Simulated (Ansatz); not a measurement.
## Si on Ni(100): change of the work function

Aim: the work function of Ni(100) at several coverages of Si (hollow site), and the dipole that each adsorbate carries.

Program: Ansatz 0.2.0. Level of theory: plane-wave DFT, PBE, Ansatz PAW. Results are calculated unless marked as measured.

## (1) The starting structure

The cell holds 4 atoms: 4 Ni. Cell: a = 2.489 Å, b = 2.489 Å, c = 23.280 Å, α = 90.0°, β = 90.0°, γ = 90.0°. Vacuum lies along c.

## (2) The clean slab

The bare slab comes first, as the zero from which every change is counted. The two lowest layers are held at bulk places and the upper ones relax. The dipole correction removes the false field that a one-sided slab makes across the periodic vacuum, so each face gets a flat vacuum level of its own.

Contents of input.yaml:

```yaml
crystal:
  lattice:
    - [2.4890158698, 0.0, 0.0]
    - [0.0, 2.4890158698, 0.0]
    - [0.0, 0.0, 23.28]
  atoms:
    - { symbol: Ni, position: [0.5, 0.5, 0.3865979381], spin: 0.7 }
    - { symbol: Ni, position: [0.0, 0.0, 0.4621993127], spin: 0.7 }
    - { symbol: Ni, position: [0.5, 0.5, 0.5378006873], spin: 0.7 }
    - { symbol: Ni, position: [0.0, 0.0, 0.6134020619], spin: 0.7 }
magnetization:
  spin_polarized: true
kpoints:
  mp_grid: { grid: [12, 12, 1] }
hamiltonian:
  xc: pbe
scf:
  occupations: { method: fermi_dirac, width: 0.1 }
  convergence: { dr2_threshold: 1.0e-08 }
efield:
  axis: 3
  dipole_correction: true
  ramp_position: 0.97
  ramp_width: 0.06
relax:
  f_tol: 0.02
  max_steps: 60
  constraints: [{ sites: [0, 1] }]
output:
  write_potential: true
  write_density: true
  volumetric_format: npy
```

The run is started by

```bash
$ ansatz run input.yaml --threads 8 --pin off --max-ram 16384MiB --backend cpu --events-out ev --progress --plain --runs-dir out
```

Numbers of over 12 decimals in the logs are rounded to 6 here.

Log:

```text
Engine: ansatz 0.2.0, aarch64-unknown-linux-gnu
Pseudopotentials: kind: paw
Pseudopotential: Ni, paw, valence charge 18, recommended cutoff 420 eV (normal), Ni.paw.azcp
Functional definition: PBE
  parameter kappa = 0.804
  parameter beta = 0.066725
  exchange = pbe_x(kappa = kappa, mu = beta*pi^2/3)
  correlation = pbe_c(beta = beta)
Crystal: 4 atoms, lattice volume = 144.224 Å³
Basis set: ecut = 420 eV, 2797 PW (Γ), exchange–correlation on 36×36×320 points (8 copies of the dense FFT grid, shifted against one another)
Bands: 45, of which v1, the nominal top of the filled ones, is band 36 counted from 1 (35 counted from 0)
Symmetry: 8 space group operations
k-points: 28 of 144
Non-local potential: Ni, projectors of the file, l = 0: 3, l = 1: 2, l = 2: 3, l = 3: 1
PAW form: soft (Blöchl's): semilocal exchange-correlation on the pseudo side does not see the compensation charge
PAW one-centre angular grid: Ni, 590 points (default); XC on 64 Gauss nodes
Initial density: superposition of atomic densities (neutral atoms: chi_scale 0, normalization atom)
Starting moments: Σ|m| = 2.8 μB on 4 of 4 sites
Initial wavefunctions: pseudopotential atomic-orbital guess
Functional: x = pbe(κ = 0.804, μ = 0.219515), c = pbe(β = 0.066725)
SCF iter   1: F=—  HF=-23353.273584 eV  |F-HF|=—  |Δ(HF+E_count)|=         —  Δρ=2.27e-2 (↑1.48e-2 ↓2.27e-2)  dr2=3.71e0  dr2_m=2.44e-1  M=2.982 μB ∫|m|=3.119 μB  β_m=1.00  ethr=3.10e-3  p=-0.000 e·Å  D=-6.64e-14 V/Å  ΔV_dip=0.00 eV  dr2_dipole=1.59e-8  V_vac-E_F(+/−)=7.12/7.12 eV  ⟨swp⟩=12.1  Hψ=13190  notcnv=0  defer=20
Mixer restart at iter 1: flushing history
efield: sawtooth ramp at fractional position 0.9700 (set: `efield.ramp_position`, or a place that a band, a saddle search or an elastic batch's reference lends), width 0.0600; the density the first Hamiltonian is built on has a dipole p = -0.000 e·Å; the dipole correction subtracts the counter field D = -6.64e-14 V/Å, which shifts the + side's vacuum level by +0.00 eV against the − side's; the planar-averaged density in the ramp window peaks in size at 2.1e-5 e/Å³
preconditioner: auto → LDOS  [metal: Δε(μ)=0.011 eV  Ē_g=6.947 eV  σ=0.100 eV  W_gap=0.03  n_scr=18 (ndim 8)  ℏωp=19.6 eV  f_vac=0.627  D(μ)=8.52/eV (n_scr^D=84)]
spin=Collinear: LDOS preconditioning applied to the charge; magnetization (m = ρ↑ − ρ↓) channel mixes plain (no charge-response kernel on spin).
SCF iter   2: F=—  HF=-23353.965802 eV  |F-HF|=—  |Δ(HF+E_count)|=   6.92e-1  Δρ=1.21e-2 (↑1.21e-2 ↓9.33e-3)  dr2=7.32e-1  dr2_m=5.55e-3  M=2.942 μB ∫|m|=3.205 μB  β_m=0.33  ethr=3.10e-3  p=-0.000 e·Å  D=-5.03e-4 V/Å  ΔV_dip=0.01 eV  dr2_dipole=3.44e-4  V_vac-E_F(+/−)=6.25/6.24 eV  ⟨swp⟩=2.6  Hψ=4391  notcnv=0  defer=71
density mixer auto → msr1: a metal under ldos (density of states about μ 3.98 of a free-electron gas's, 18 screened modes)
SCF iter   3: F=—  HF=-23355.551918 eV  |F-HF|=—  |Δ(HF+E_count)|=    1.59e0  Δρ=4.88e-3 (↑4.88e-3 ↓4.71e-3)  dr2=1.34e-1  dr2_m=2.77e-3  M=2.939 μB ∫|m|=3.247 μB  β_m=0.46  ethr=1.02e-3  p=0.000 e·Å  D=3.79e-5 V/Å  ΔV_dip=-0.00 eV  dr2_dipole=3.40e-4  V_vac-E_F(+/−)=5.73/5.73 eV  ⟨swp⟩=3.0  Hψ=4152  notcnv=0  defer=71
SCF iter   4: F=—  HF=-23356.854318 eV  |F-HF|=—  |Δ(HF+E_count)|=         —  Δρ=5.23e-3 (↑4.55e-3 ↓5.23e-3)  dr2=8.94e-2  dr2_m=2.31e-3  M=2.908 μB ∫|m|=3.268 μB  β_m=0.46  ethr=1.86e-4  p=0.000 e·Å  D=3.25e-4 V/Å  ΔV_dip=-0.01 eV  dr2_dipole=2.72e-4  V_vac-E_F(+/−)=5.25/5.26 eV  ⟨swp⟩=3.1  Hψ=4802  notcnv=0  defer=73
SCF iter   5: F=—  HF=-23357.159715 eV  |F-HF|=—  |Δ(HF+E_count)|=   3.05e-1  Δρ=4.07e-3 (↑1.37e-3 ↓4.07e-3)  dr2=2.79e-2  dr2_m=4.11e-3  M=2.834 μB ∫|m|=3.203 μB  β_m=0.73  ethr=1.24e-4  p=0.000 e·Å  D=4.54e-4 V/Å  ΔV_dip=-0.01 eV  dr2_dipole=8.32e-6  V_vac-E_F(+/−)=5.09/5.10 eV  ⟨swp⟩=2.2  Hψ=4058  notcnv=0  defer=82
SCF iter   6: F=—  HF=-23357.242206 eV  |F-HF|=—  |Δ(HF+E_count)|=   8.25e-2  Δρ=3.24e-3 (↑1.11e-3 ↓3.24e-3)  dr2=1.63e-2  dr2_m=1.92e-3  M=2.757 μB ∫|m|=3.129 μB  β_m=0.87  ethr=3.88e-5  p=0.000 e·Å  D=5.28e-6 V/Å  ΔV_dip=-0.00 eV  dr2_dipole=5.76e-6  V_vac-E_F(+/−)=4.96/4.96 eV  ⟨swp⟩=2.1  Hψ=4145  notcnv=0  defer=90
SCF iter   7: F=—  HF=-23357.242451 eV  |F-HF|=—  |Δ(HF+E_count)|=   2.45e-4  Δρ=1.82e-3 (↑1.56e-3 ↓1.82e-3)  dr2=9.87e-3  dr2_m=8.37e-5  M=2.755 μB ∫|m|=3.127 μB  β_m=0.66  ethr=2.26e-5  p=0.000 e·Å  D=3.27e-4 V/Å  ΔV_dip=-0.01 eV  dr2_dipole=7.54e-5  V_vac-E_F(+/−)=4.88/4.89 eV  ⟨swp⟩=2.4  Hψ=4725  notcnv=0  defer=98
SCF iter   8: F=—  HF=-23357.240247 eV  |F-HF|=—  |Δ(HF+E_count)|=   2.20e-3  Δρ=2.55e-4 (↑1.49e-4 ↓2.55e-4)  dr2=1.70e-4  dr2_m=2.56e-5  M=2.755 μB ∫|m|=3.126 μB  β_m=0.74  ethr=1.37e-5  p=-0.000 e·Å  D=-1.23e-5 V/Å  ΔV_dip=0.00 eV  dr2_dipole=2.02e-6  V_vac-E_F(+/−)=4.91/4.91 eV  ⟨swp⟩=2.0  Hψ=3863  notcnv=0  defer=95
SCF iter   9: F=—  HF=-23357.240285 eV  |F-HF|=—  |Δ(HF+E_count)|=   3.76e-5  Δρ=2.28e-4 (↑1.75e-4 ↓2.28e-4)  dr2=8.95e-5  dr2_m=2.42e-5  M=2.752 μB ∫|m|=3.123 μB  β_m=0.72  ethr=2.35e-7  p=0.000 e·Å  D=1.30e-4 V/Å  ΔV_dip=-0.00 eV  dr2_dipole=5.69e-6  V_vac-E_F(+/−)=4.89/4.89 eV  ⟨swp⟩=3.1  Hψ=5271  notcnv=0  defer=95
SCF iter  10: F=—  HF=-23357.240274 eV  |F-HF|=—  |Δ(HF+E_count)|=   1.09e-5  Δρ=1.36e-4 (↑1.03e-4 ↓1.36e-4)  dr2=4.25e-5  dr2_m=4.06e-6  M=2.751 μB ∫|m|=3.123 μB  β_m=0.67  ethr=1.24e-7  p=-0.000 e·Å  D=-5.54e-5 V/Å  ΔV_dip=0.00 eV  dr2_dipole=1.87e-7  V_vac-E_F(+/−)=4.88/4.88 eV  ⟨swp⟩=2.4  Hψ=4528  notcnv=0  defer=95
SCF iter  11: F=—  HF=-23357.240265 eV  |F-HF|=—  |Δ(HF+E_count)|=   9.06e-6  Δρ=4.37e-5 (↑3.22e-5 ↓4.37e-5)  dr2=6.03e-6  dr2_m=2.14e-7  M=2.751 μB ∫|m|=3.123 μB  β_m=0.74  ethr=5.90e-8  p=-0.000 e·Å  D=-1.22e-5 V/Å  ΔV_dip=0.00 eV  dr2_dipole=2.15e-7  V_vac-E_F(+/−)=4.88/4.88 eV  ⟨swp⟩=2.0  Hψ=3373  notcnv=0  defer=95
SCF iter  12: F=—  HF=-23357.240265 eV  |F-HF|=—  |Δ(HF+E_count)|=   8.19e-7  Δρ=7.77e-6 (↑5.13e-6 ↓7.77e-6)  dr2=2.11e-7  dr2_m=3.20e-8  M=2.751 μB ∫|m|=3.123 μB  β_m=0.71  ethr=8.37e-9  p=-0.000 e·Å  D=-5.54e-7 V/Å  ΔV_dip=0.00 eV  dr2_dipole=4.76e-9  V_vac-E_F(+/−)=4.88/4.88 eV  ⟨swp⟩=2.5  Hψ=4584  notcnv=0  defer=95
SCF iter  13: F=—  HF=-23357.240266 eV  |F-HF|=—  |Δ(HF+E_count)|=   2.52e-7  Δρ=4.71e-6 (↑3.25e-6 ↓4.71e-6)  dr2=1.09e-8  dr2_m=1.71e-8  M=2.751 μB ∫|m|=3.123 μB  β_m=0.85  ethr=2.92e-10  p=-0.000 e·Å  D=-2.07e-7 V/Å  ΔV_dip=0.00 eV  dr2_dipole=1.16e-10  V_vac-E_F(+/−)=4.88/4.88 eV  ⟨swp⟩=2.6  Hψ=4071  notcnv=0  defer=95
[...]
spin=Collinear: LDOS preconditioning applied to the charge; magnetization (m = ρ↑ − ρ↓) channel mixes plain (no charge-response kernel on spin).
SCF iter   2: F=—  HF=-23357.251606 eV  |F-HF|=—  |Δ(HF+E_count)|=   2.09e-3  Δρ=4.93e-4 (↑4.93e-4 ↓4.31e-4)  dr2=2.42e-3  dr2_m=1.26e-5  M=2.753 μB ∫|m|=3.125 μB  β_m=0.33  ethr=1.74e-5  p=0.001 e·Å  D=8.92e-4 V/Å  ΔV_dip=-0.02 eV  dr2_dipole=6.01e-4  V_vac-E_F(+/−)=4.85/4.87 eV  ⟨swp⟩=2.0  Hψ=4020  notcnv=0  defer=97
density mixer auto → msr1: a metal under ldos (density of states about μ 3.61 of a free-electron gas's, 18 screened modes)
SCF iter   3: F=—  HF=-23357.251435 eV  |F-HF|=—  |Δ(HF+E_count)|=   1.71e-4  Δρ=4.88e-4 (↑4.88e-4 ↓2.49e-4)  dr2=7.45e-4  dr2_m=9.24e-5  M=2.753 μB ∫|m|=3.125 μB  β_m=0.45  ethr=3.36e-6  p=0.001 e·Å  D=1.05e-3 V/Å  ΔV_dip=-0.02 eV  dr2_dipole=1.32e-4  V_vac-E_F(+/−)=4.85/4.87 eV  ⟨swp⟩=1.7  Hψ=2899  notcnv=0  defer=97
SCF iter   4: F=—  HF=-23357.251505 eV  |F-HF|=—  |Δ(HF+E_count)|=   7.03e-5  Δρ=2.40e-4 (↑2.32e-4 ↓2.40e-4)  dr2=9.17e-5  dr2_m=6.33e-5  M=2.751 μB ∫|m|=3.123 μB  β_m=0.53  ethr=1.03e-6  p=0.000 e·Å  D=5.67e-4 V/Å  ΔV_dip=-0.01 eV  dr2_dipole=1.16e-5  V_vac-E_F(+/−)=4.86/4.88 eV  ⟨swp⟩=1.7  Hψ=3009  notcnv=0  defer=97
SCF iter   5: F=—  HF=-23357.251553 eV  |F-HF|=—  |Δ(HF+E_count)|=   4.73e-5  Δρ=1.13e-4 (↑1.13e-4 ↓1.13e-4)  dr2=1.01e-5  dr2_m=1.59e-5  M=2.750 μB ∫|m|=3.121 μB  β_m=0.77  ethr=1.27e-7  p=0.000 e·Å  D=2.75e-4 V/Å  ΔV_dip=-0.01 eV  dr2_dipole=3.83e-6  V_vac-E_F(+/−)=4.88/4.88 eV  ⟨swp⟩=2.0  Hψ=4028  notcnv=0  defer=97
SCF iter   6: F=—  HF=-23357.251569 eV  |F-HF|=—  |Δ(HF+E_count)|=   1.68e-5  Δρ=7.85e-5 (↑5.66e-5 ↓7.85e-5)  dr2=3.06e-5  dr2_m=6.48e-7  M=2.749 μB ∫|m|=3.121 μB  β_m=0.66  ethr=1.40e-8  p=0.000 e·Å  D=1.78e-5 V/Å  ΔV_dip=-0.00 eV  dr2_dipole=5.27e-6  V_vac-E_F(+/−)=4.88/4.88 eV  ⟨swp⟩=2.9  Hψ=5189  notcnv=0  defer=97
SCF iter   7: F=—  HF=-23357.251567 eV  |F-HF|=—  |Δ(HF+E_count)|=   2.71e-6  Δρ=2.42e-5 (↑2.42e-5 ↓2.05e-5)  dr2=3.45e-6  dr2_m=1.90e-7  M=2.749 μB ∫|m|=3.120 μB  β_m=0.58  ethr=1.40e-8  p=0.000 e·Å  D=3.63e-5 V/Å  ΔV_dip=-0.00 eV  dr2_dipole=8.56e-7  V_vac-E_F(+/−)=4.88/4.88 eV  ⟨swp⟩=2.1  Hψ=4400  notcnv=0  defer=97
SCF iter   8: F=—  HF=-23357.251567 eV  |F-HF|=—  |Δ(HF+E_count)|=   1.65e-7  Δρ=1.64e-5 (↑7.45e-6 ↓1.64e-5)  dr2=4.32e-7  dr2_m=7.81e-8  M=2.749 μB ∫|m|=3.120 μB  β_m=0.56  ethr=4.79e-9  p=0.000 e·Å  D=4.07e-5 V/Å  ΔV_dip=-0.00 eV  dr2_dipole=1.84e-8  V_vac-E_F(+/−)=4.88/4.88 eV  ⟨swp⟩=2.3  Hψ=3809  notcnv=0  defer=97
SCF iter   9: F=—  HF=-23357.251567 eV  |F-HF|=—  |Δ(HF+E_count)|=   2.07e-7  Δρ=6.24e-6 (↑6.24e-6 ↓5.99e-6)  dr2=8.25e-8  dr2_m=2.06e-8  M=2.748 μB ∫|m|=3.120 μB  β_m=0.54  ethr=5.99e-10  p=0.000 e·Å  D=3.78e-5 V/Å  ΔV_dip=-0.00 eV  dr2_dipole=2.69e-9  V_vac-E_F(+/−)=4.88/4.88 eV  ⟨swp⟩=2.7  Hψ=4695  notcnv=0  defer=97
SCF iter  10: F=—  HF=-23357.251567 eV  |F-HF|=—  |Δ(HF+E_count)|=   6.38e-9  Δρ=4.09e-6 (↑1.46e-6 ↓4.09e-6)  dr2=1.13e-8  dr2_m=8.02e-9  M=2.748 μB ∫|m|=3.120 μB  β_m=0.57  ethr=1.15e-10  p=0.000 e·Å  D=4.37e-5 V/Å  ΔV_dip=-0.00 eV  dr2_dipole=1.52e-10  V_vac-E_F(+/−)=4.88/4.88 eV  ⟨swp⟩=2.6  Hψ=4349  notcnv=0  defer=97
SCF iter  11: F=—  HF=-23357.251567 eV  |F-HF|=—  |Δ(HF+E_count)|=   2.99e-8  Δρ=1.39e-6 (↑1.36e-6 ↓1.39e-6)  dr2=4.66e-9  dr2_m=1.47e-9  M=2.748 μB ∫|m|=3.120 μB  β_m=0.55  ethr=1.57e-11  p=0.000 e·Å  D=4.29e-5 V/Å  ΔV_dip=-0.00 eV  dr2_dipole=9.21e-10  V_vac-E_F(+/−)=4.88/4.88 eV  ⟨swp⟩=2.4  Hψ=4325  notcnv=0  defer=97
SCF iter  12: F=-23357.251567 eV  HF=-23357.251567 eV  |F-HF|=7.64e-10  |Δ(HF+E_count)|=  5.20e-10  Δρ=7.52e-7 (↑2.53e-7 ↓7.52e-7)  dr2=3.20e-9  dr2_m=1.71e-10  M=2.748 μB ∫|m|=3.120 μB  ethr=6.47e-12  p=0.000 e·Å  D=4.46e-5 V/Å  ΔV_dip=-0.00 eV  dr2_dipole=5.73e-10  V_vac-E_F(+/−)=4.88/4.88 eV  ⟨swp⟩=6.8  Hψ=16860  notcnv=0
SCF 3 converged in 12 iterations: F = -23357.251567 eV  dr2 = 3.20e-9
  greatest PAW one-centre occupation: 1.001 electrons in one spin orbital (limit 2), on the Ni atom at site 3 (counted from 0), in its partial waves of l = 1
relax step   3: F+E_penalty+E_count = -23357.25156681 eV  Δ(F+E_penalty+E_count) = -4.782e-3 eV  max|allowed force component| = 1.641e-2 eV/Å  Δτ_max = 0.0268 Å  (12 SCF iters, accepted)
NSCF: frozen V_eff on 28 k-points
the band table was solved once a step of the walk had ended and its energy, with any forces and stress, was formed, with the checks that follow a solve (14611 applications of the Hamiltonian). They found nothing against the state; the energy, forces and stress were not computed again (output.eigenvalues in the input reference)
WARN: The output density's exchange-correlation potential varies sharply where the density is thin. Do not read a vacuum level from v_tot or v_xc, or from such a field of the output density. On a cell that repeats whose density bears no net charge and no dipole along the vacuum's axis use v_es (v_loc + v_h of the components); under efield.dipole_correction with no amplitude use v_es + v_field, which holds any externa [...]
SCF converged after 12 iterations
Magnetization: 2.7484 μB (37.3742 up, 34.6258 down)
Absolute magnetization: 3.1226 μB (∫|ρ↑−ρ↓|, with the PAW one-centre terms)
Spin contamination: 0.0390 ħ² per cell (⟨S²⟩ above its minimum at these occupations)
Per-site moments (μB) at R_I (Å): [(0.762882, 1.026719), (0.693008, 1.026719), (0.696430, 1.007501), (0.757957, 1.007501)]
Free energy (F): -23357.251567 eV
Harris-Foulkes:  -23357.251567 eV  (|F-HF|=7.64e-10)
Internal energy: -23357.011351 eV  (E = F + TS)
E sigma→0 (E₀):  -23357.131459 eV
Entropy (-TS):   -0.240216 eV (-60.054 meV/atom)
Fermi energy:    2.140071 eV
Dipole field:    D = 0.000007 V/Å  (p = 0.000005 e·Å, saw-weighted, corrected)
Work function:   Φ+ = 4.8828 eV   Φ− = 4.8830 eV
Levels:          The Fermi level and band energies are counted from a zero that moves with the ramp; work functions are not
--- Per-component energies (eV) ---
  E_band       = -2276.906344
  E_kinetic    = 1125.839532
  E_local      = -160320.747475  (includes V_loc(G=0)·N_el)
  E_nonlocal   = 2550.732736
  E_hartree    = 78456.167031
  E_xc         = -335.347102
  E_vxc        = -432.080378  (∫ρ·V_xc dr)
  E_paw        = -6525.524435  (= ΣΔE_a)
  E_vpaw       = -2112.983652  (= ΣTr[D̂ρ^β])
  E_aug_tail   = 0.002110  (compensation charges beyond the density's cutoff)
  E_efield     = 0.000000  (sawtooth field / dipole correction)
  E_vefield    = 0.000003  (∫n·V_field dr)
  E_ewald      = 61691.866253
  E_smearing   = -0.240216  (= −TS)
  E_closure    = -0.000000  (closes the sum)
  Σ components = -23357.251567   (vs F -23357.251567, Δ=0.00e0)
--- Forces (eV/Å), atoms counted from 1 ---
  atom   1  Ni    -0.00000000     0.00000000     0.33191248
  atom   2  Ni     0.00000000     0.00000000    -0.32933728
  atom   3  Ni    -0.00000000     0.00000000    -0.01641479
  atom   4  Ni     0.00000000     0.00000000     0.01385165
  max |Σ_I F_I| component: 1.21e-5 eV/Å
--- Band table (eV; the first three rows and the last of 56) ---
  k-point 0 ↑: bands = [... 32 lower, 1.1728, 1.2119, 1.2119, 1.4613, 1.5649, 1.5845, 1.5845, 2.2601, ... 5 higher]
  k-point 1 ↑: bands = [... 32 lower, 0.9720, 1.0134, 1.3137, 1.3535, 1.3948, 1.5289, 1.6083, 2.6289, ... 5 higher]
  k-point 2 ↑: bands = [... 32 lower, 0.8601, 0.8667, 1.2735, 1.3092, 1.4367, 1.5181, 1.6057, 3.3597, ... 5 higher]
  k-point 27 ↓: bands = [... 32 lower, 2.4956, 2.5557, 2.7827, 2.8183, 5.6265, 5.6265, 8.0826, 8.0826, ... 5 higher]
--- Relaxed structure (3 steps of the walk, 3 accepted, 0 SCFs on fresh bases) ---
  F+E_penalty+E_count = -23357.25156681 eV   max|allowed force component| = 1.641e-2 eV/Å
  atoms:
    - { symbol: Ni, position: [0.5, 0.5, 0.386598] }
    - { symbol: Ni, position: [0.0, 0.0, 0.4621993127] }
    - { symbol: Ni, position: [0.5, 0.5, 0.538752] }
    - { symbol: Ni, position: [0, 0.0, 0.611496] }
```

Wall time 20 s (8 threads of Arm Neoverse V2, shared host); peak memory 0.71 GiB; 2.4 min of CPU time.

Step by step:

| step | energy less that of the first step (eV) | largest force component (eV/Å) |
| --- | --- | --- |
| 1 | 0.0000 | 0.3940 |
| 2 | -0.0065 | 0.2673 |
| 3 | -0.0113 | 0.0164 |

Forces are held to the 8 operations that the run works with; a distortion that breaks them can't arise in this run.

The atoms that moved most (Å):

| atom | dx | dy | dz | length |
| --- | --- | --- | --- | --- |
| Ni4 | 0.000 | 0.000 | -0.044 | 0.044 |
| Ni3 | 0.000 | 0.000 | 0.022 | 0.022 |

The relaxed structure:

```xyz
4
Lattice="2.4890 0.0000 0.0000 0.0000 2.4890 0.0000 0.0000 0.0000 23.2800" Properties=species:S:1:pos:R:3
Ni    1.2445    1.2445    9.0000
Ni    0.0000    0.0000   10.7600
Ni    1.2445    1.2445   12.5421
Ni    0.0000    0.0000   14.2356
```

Numbers from this step:

```
energy at zero smearing   : -23357.1315 eV
total moment              : 2.748 μB
site moments              : 0.7629, 0.6930, 0.6964, 0.7580 μB
work function, upper face : 4.883 eV
dipole along the normal   : 5.30e-6 e·Å
```

Running mean over 1.76 Å of the planar mean; the ramp of the sawtooth is left out. The electron's electrostatic potential energy less the Fermi level by z:

| z (Å) | electron's electrostatic potential energy less the Fermi level (eV) |
| --- | --- |
| 3 | 4.88 |
| 4 | 4.88 |
| 5 | 4.88 |
| 6 | 4.84 |
| 7 | 4.38 |
| 8 | -1.70 |
| 9 | -9.86 |
| 10 | -10.3 |
| 11 | -10.3 |
| 12 | -10.2 |
| 13 | -10.9 |
| 14 | -10.5 |
| 15 | -4.60 |
| 16 | 3.97 |
| 17 | 4.81 |
| 18 | 4.88 |
| 19 | 4.88 |
| 20 | 4.88 |

Site moment by atom:

| atom | site moment (μB) |
| --- | --- |
| Ni1 | 0.763 |
| Ni2 | 0.693 |
| Ni3 | 0.696 |
| Ni4 | 0.758 |

The relaxation took 3 steps and lowered the energy by 0.011 eV; the largest force on the free atoms ends at 0.016 eV/Å.

The work function of the upper face is 4.88 eV.

(Part 1 of 4 ends here.)

[Logs are printed without paths, hosts, clocks, repeated set-up lines and the standing remarks that a program may print on its own settings, such as how far it seeks lower states.]

[Hosts, paths, dates, database ids (printed as entryN), source tags and the programs' standing remarks are cut or masked in the printed files.]

[Maps of the electrostatic potential energy from Ansatz leave out the sawtooth potential of an applied field or a dipole correction, so their vacuum need not be flat; planar profiles and work functions include it.]
